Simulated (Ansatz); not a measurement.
## Elastic response of amorphous Si0.9Ge0.1 (122 atoms)

Aim: relax amorphous Si0.9Ge0.1 (122 atoms), then change its volume to read the bulk modulus from the stress.

Program: Ansatz 0.2.0. Level of theory: Kohn-Sham DFT, revPBE, PAW (set soft_1), plane waves. Results are calculated unless marked as measured.

## Step 1: The starting structure

The cell holds 122 atoms: 110 Si and 12 Ge. Its edges and angles: a = 13.617 Å, b = 13.617 Å, c = 13.617 Å, α = 90.0°, β = 90.0°, γ = 90.0°. 122 atoms (110 Si, 12 Ge) placed at random at 2.6 g/cm³, melted at 3500 K for 10 ps at fixed volume with the Tersoff potential (Tersoff, Phys. Rev. B 39, 5566 (1989)). Quenched from 3100 K to 500 K at 200 K/ps and fixed volume, annealed at 1200 K for 50 ps, held 5 ps.

Limits known from the start: The quench rate of 200 K/ps is many orders above laboratory rates, so the cell is likely richer in defects and strain than a real sample. The network of bonds at the start is that of the classical potential that made the cell, and needn't be the one that DFT or experiment would give. The Brillouin zone is sampled at Γ only.

## Step 2: Single point at the start

The forces at the start show how far the geometry lies from a minimum of this functional.

Contents of input.yaml:

```yaml
crystal:
  lattice:
    - [13.6169, 0.0, 0.0]
    - [0.0, 13.6169, 0.0]
    - [0.0, 0.0, 13.6169]
  atoms:
    - { symbol: Si, position: [0.602, 0.54251, 0.06878] }
    - { symbol: Si, position: [0.97, 0.29914, 0.23991] }
    - { symbol: Si, position: [0.51134, 0.74648, 0.51514] }
    - { symbol: Si, position: [0.25599, 0.75685, 0.62712] }
    - { symbol: Si, position: [0.6681, 0.44258, 0.62138] }
    - { symbol: Si, position: [0.57047, 0.91002, 0.34031] }
    - { symbol: Si, position: [0.18108, 0.62588, 0.31438] }
    - { symbol: Si, position: [0.50468, 0.94757, 0.70916] }
    - { symbol: Si, position: [0.26598, 0.77107, 0.35026] }
    - { symbol: Si, position: [0.29352, 0.56964, 0.19327] }
    - { symbol: Si, position: [0.43104, 0.71811, 0.3605] }
    - { symbol: Si, position: [0.73495, 0.59528, 0.59759] }
    - { symbol: Si, position: [0.11549, 0.0661, 0.36804] }
    - { symbol: Si, position: [0.64997, 0.8935, 0.13296] }
    - { symbol: Si, position: [0.72329, 0.87013, 0.57977] }
    - { symbol: Si, position: [0.96108, 0.68755, 0.46491] }
    - { symbol: Si, position: [0.42999, 0.53914, 0.29668] }
    - { symbol: Si, position: [0.29878, 0.20879, 0.01199] }
    - { symbol: Si, position: [0.41578, 0.37175, 0.22454] }
    - { symbol: Si, position: [0.1595, 0.2317, 0.58953] }
    - { symbol: Si, position: [0.00081, 0.57791, 0.33889] }
    - { symbol: Si, position: [0.4807, 0.71827, 0.83022] }
    - { symbol: Si, position: [0.72925, 0.59132, 0.81797] }
    - { symbol: Si, position: [0.71161, 0.74186, 0.71238] }
    - { symbol: Si, position: [0.19512, 0.01428, 0.93644] }
    - { symbol: Si, position: [0.97269, 0.65328, 0.74904] }
    - { symbol: Si, position: [0.42254, 0.24465, 0.69825] }
    - { symbol: Si, position: [0.8925, 0.06093, 0.04102] }
    - { symbol: Si, position: [0.96571, 0.61587, 0.17386] }
    - { symbol: Si, position: [0.41567, 0.09075, 0.93907] }
    - { symbol: Si, position: [0.32989, 0.91792, 0.70204] }
    - { symbol: Si, position: [0.55618, 0.92364, 0.53237] }
    [... 84 atom lines left out ...]
    - { symbol: Ge, position: [0.83254, 0.28813, 0.95776] }
    - { symbol: Ge, position: [0.95548, 0.87013, 0.46438] }
    - { symbol: Ge, position: [0.8613, 0.9737, 0.57651] }
    - { symbol: Ge, position: [0.03975, 0.87406, 0.17787] }
    - { symbol: Ge, position: [0.81477, 0.30053, 0.46971] }
    - { symbol: Ge, position: [0.14591, 0.2937, 0.19834] }
kpoints:
  mp_grid: { grid: [1, 1, 1] }
hamiltonian:
  xc: revpbe
  pseudopotentials: { kind: paw, azcp: { folder: soft_1 } }
scf:
  occupations: { method: gaussian, width: 0.025 }
output:
  forces: true
```

Launch:

```sh
> ansatz run input.yaml --threads 4 --pin off --max-ram 8192MiB --backend cpu --events-out ev --progress --plain --runs-dir out
```

Numbers of over 12 decimals in the logs are rounded to 6 here.

Output:

```text
Engine: ansatz 0.2.0, aarch64-unknown-linux-gnu
Pseudopotentials: kind: paw
Pseudopotential: Si, paw, valence charge 4, recommended cutoff 420 eV (normal), soft_1/Si.paw.azcp
Pseudopotential: Ge, paw, valence charge 14, recommended cutoff 420 eV (normal), soft_1/Ge.paw.azcp
Functional definition: revPBE
  parameter kappa = 1.245
  parameter beta = 0.066725
  exchange = pbe_x(kappa = kappa, mu = beta*pi^2/3)
  correlation = pbe_c(beta = beta)
Crystal: 122 atoms, lattice volume = 2524.845 Å³
Basis set: ecut = 420 eV, 49317 PW (Γ), exchange–correlation on 192×192×192 points (8 copies of the dense FFT grid, shifted against one another)
Bands: 426, of which v1, the nominal top of the filled ones, is band 304 counted from 1 (303 counted from 0)
Symmetry: 1 space group operations
Space group: P1 (ITA 1), of the structure as read, at distance tolerance 1.4e-4 Å
k-points: 1
Non-local potential: Si, projectors of the file, l = 0: 2, l = 1: 2, l = 2: 1
Non-local potential: Ge, projectors of the file, l = 0: 2, l = 1: 2, l = 2: 3, l = 3: 1
PAW form: soft (Blöchl's): semilocal exchange-correlation on the pseudo side does not see the compensation charge
PAW frozen core: Si, regenerated for the run's functional, and the local potential with it (the file was generated under x = pbe(κ = 0.804, μ = 0.219515), c = pbe(β = 0.066725))
PAW frozen core: Ge, regenerated for the run's functional, and the local potential with it (the file was generated under x = pbe(κ = 0.804, μ = 0.219515), c = pbe(β = 0.066725))
PAW one-centre angular grid: Si, 110 points (default); XC on 64 Gauss nodes
PAW one-centre angular grid: Ge, 590 points (default); XC on 64 Gauss nodes
Initial density: superposition of atomic densities (chi_scale 0.1, normalization cell, long waves kept (reshape's long-wave potential 0.22 eV rms))
Initial wavefunctions: pseudopotential atomic-orbital guess
Functional: x = revpbe(κ = 1.245, μ = 0.219515), c = pbe(β = 0.066725)
SCF iter   1: F=—  HF=-121741.924538 eV  |F-HF|=—  |Δ(HF+E_count)|=         —  Δρ=3.99e-2  dr2=7.35e1  ethr=3.10e-3  ⟨swp⟩=6.0  Hψ=1901  notcnv=0  defer=80
preconditioner: auto → Resta (q_TF=auto, 2.152 Å⁻¹)  ε∞=5.6  [insulator: Δε(μ)=0.042 eV  Ē_g=7.577 eV  σ=0.025 eV  W_gap=0.77  n_scr=436 (ndim 8)  ℏωp=16.3 eV  f_vac=0.000  D(μ)=45.39/eV (n_scr^D=250)  ε∞_Penn≈5.6]
SCF iter   2: F=—  HF=-121733.501249 eV  |F-HF|=—  |Δ(HF+E_count)|=    8.42e0  Δρ=2.31e-2  dr2=1.58e1  ethr=3.10e-3  ⟨swp⟩=2.0  Hψ=498  notcnv=0  defer=113
SCF iter   3: F=—  HF=-121730.877341 eV  |F-HF|=—  |Δ(HF+E_count)|=    2.62e0  Δρ=5.11e-3  dr2=2.90e0  ethr=2.60e-3  ⟨swp⟩=3.0  Hψ=621  notcnv=0  defer=113
SCF iter   4: F=—  HF=-121730.739003 eV  |F-HF|=—  |Δ(HF+E_count)|=   1.38e-1  Δρ=1.87e-3  dr2=3.12e-1  ethr=4.78e-4  ⟨swp⟩=2.0  Hψ=626  notcnv=0  defer=113
SCF iter   5: F=—  HF=-121730.793102 eV  |F-HF|=—  |Δ(HF+E_count)|=   5.41e-2  Δρ=7.26e-4  dr2=4.23e-2  ethr=5.13e-5  ⟨swp⟩=2.0  Hψ=626  notcnv=0  defer=40
automatic band count: iteration 5 solves 353 bands in place of 426: the levels show a gap, and the empty bands left out lie too high to hold charge; the band table lists the bands solved (type scf.n_extra_bands for more)
SCF iter   6: F=—  HF=-121730.821029 eV  |F-HF|=—  |Δ(HF+E_count)|=   2.79e-2  Δρ=3.22e-4  dr2=1.22e-2  ethr=6.96e-6  ⟨swp⟩=7.0  Hψ=1363  notcnv=0  defer=111
automatic band count: iteration 6 solves 426 bands in place of 353: the levels no longer show a gap clear of their residuals, so the SCF keeps every band
SCF iter   7: F=—  HF=-121730.828240 eV  |F-HF|=—  |Δ(HF+E_count)|=   7.21e-3  Δρ=1.61e-4  dr2=3.70e-3  ethr=2.01e-6  ⟨swp⟩=2.0  Hψ=795  notcnv=0  defer=111
SCF iter   8: F=—  HF=-121730.829540 eV  |F-HF|=—  |Δ(HF+E_count)|=   1.30e-3  Δρ=5.37e-5  dr2=3.04e-4  ethr=6.09e-7  ⟨swp⟩=2.0  Hψ=620  notcnv=0  defer=111
SCF iter   9: F=—  HF=-121730.829918 eV  |F-HF|=—  |Δ(HF+E_count)|=   3.79e-4  Δρ=2.35e-5  dr2=6.25e-5  ethr=5.00e-8  ⟨swp⟩=2.0  Hψ=561  notcnv=0  defer=111
SCF iter  10: F=—  HF=-121730.829944 eV  |F-HF|=—  |Δ(HF+E_count)|=   2.61e-5  Δρ=1.23e-5  dr2=2.08e-5  ethr=1.03e-8  ⟨swp⟩=2.0  Hψ=621  notcnv=0  defer=111
SCF iter  11: F=—  HF=-121730.829957 eV  |F-HF|=—  |Δ(HF+E_count)|=   1.26e-5  Δρ=4.57e-6  dr2=2.36e-6  ethr=3.41e-9  ⟨swp⟩=2.0  Hψ=620  notcnv=0  defer=111
SCF iter  12: F=—  HF=-121730.829960 eV  |F-HF|=—  |Δ(HF+E_count)|=   2.44e-6  Δρ=1.88e-6  dr2=2.75e-7  ethr=3.88e-10  ⟨swp⟩=2.0  Hψ=621  notcnv=0  defer=111
SCF iter  13: F=-121730.829960 eV  HF=-121730.829960 eV  |F-HF|=1.23e-8  |Δ(HF+E_count)|=   3.81e-7  Δρ=9.76e-7  dr2=5.27e-8  ethr=1.64e-11  ⟨swp⟩=5.0  Hψ=1288  notcnv=0
SCF 1 converged in 13 iterations: F = -121730.829960 eV  dr2 = 5.27e-8
  greatest PAW one-centre occupation: 0.998 electrons in one spin orbital (limit 2), on the Ge atom at site 120 (counted from 0), in its partial waves of l = 2
SCF converged after 13 iterations
Free energy (F): -121730.829960 eV
Harris-Foulkes:  -121730.829960 eV  (|F-HF|=1.23e-8)
Internal energy: -121730.804228 eV  (E = F + TS)
E sigma→0 (E₀):  -121730.817094 eV
Entropy (-TS):   -0.025732 eV (-0.211 meV/atom)
Fermi energy:    6.550479 eV
--- Per-component energies (eV) ---
  E_band       = -1518.946534
  E_kinetic    = 5492.686719
  E_local      = -42633.803934  (includes V_loc(G=0)·N_el)
  E_nonlocal   = 5029.855880
  E_hartree    = 20075.169676
  E_xc         = -7039.848063
  E_vxc        = -5972.377580  (∫ρ·V_xc dr)
  E_paw        = -80670.870619  (= ΣΔE_a)
  E_vpaw       = -3585.665591  (= ΣTr[D̂ρ^β])
  E_aug_tail   = 0.004532  (compensation charges beyond the density's cutoff)
  E_ewald      = -21980.345677
  E_core_change = -3.652742  (= ΣΔE_core)
  E_smearing   = -0.025732  (= −TS)
  E_closure    = -0.000000  (closes the sum)
  Σ components = -121730.829960   (vs F -121730.829960, Δ=0.00e0)
--- Forces (eV/Å), atoms counted from 1 ---
  atom   1  Si    -0.55429275    -0.50224060    -0.47188332
  atom   2  Si    -0.07916421    -1.03425337    -0.54154903
  atom   3  Si     0.75210275    -0.20054312    -0.81017328
  atom   4  Si     0.72471749     0.62538771     0.63629169
  atom   5  Si    -0.95954449    -0.93472352     0.44827241
  atom   6  Si     0.02706738     0.04733120    -0.30834526
  atom   7  Si    -0.59490907     0.02991562    -0.48404358
  atom   8  Si     0.17573405    -0.10436305     0.00263901
  atom   9  Si     0.44457222    -0.50201384    -1.08701813
  atom  10  Si    -0.56135727    -0.16005804     0.63777989
  atom  11  Si     0.09334618     0.05286055     0.14020040
  atom  12  Si    -0.33181943     1.32762105    -0.39966686
  atom  13  Si    -0.20847403     0.79300972    -0.51545981
  atom  14  Si    -0.13894380    -0.67717492    -0.23457715
[...]
atom 121  Ge     0.21443446     0.11207133    -0.69761228
  atom 122  Ge     0.04186517     0.52292253    -0.15712071
  max |Σ_I F_I| component: 2.79e-5 eV/Å
```

Wall time 42 s (4 threads of Arm Neoverse V1, shared host); peak memory 3 GiB.

Reading the cycles: dr2 is the Hartree energy of the density residual (eV), the measure of convergence; HF is the Harris–Foulkes estimate of the energy, which meets the free energy F at convergence.

The r.m.s. force at the start is 0.54 eV/Å.

(Continued in part 2 of 3.)

[Logs are printed without paths, hosts, clocks, repeated set-up lines and the standing remarks that a program may print on its own settings, such as how far it seeks lower states.]

[Hosts, paths, dates, database ids (printed as entryN), source tags and the programs' standing remarks are cut or masked in the printed files.]
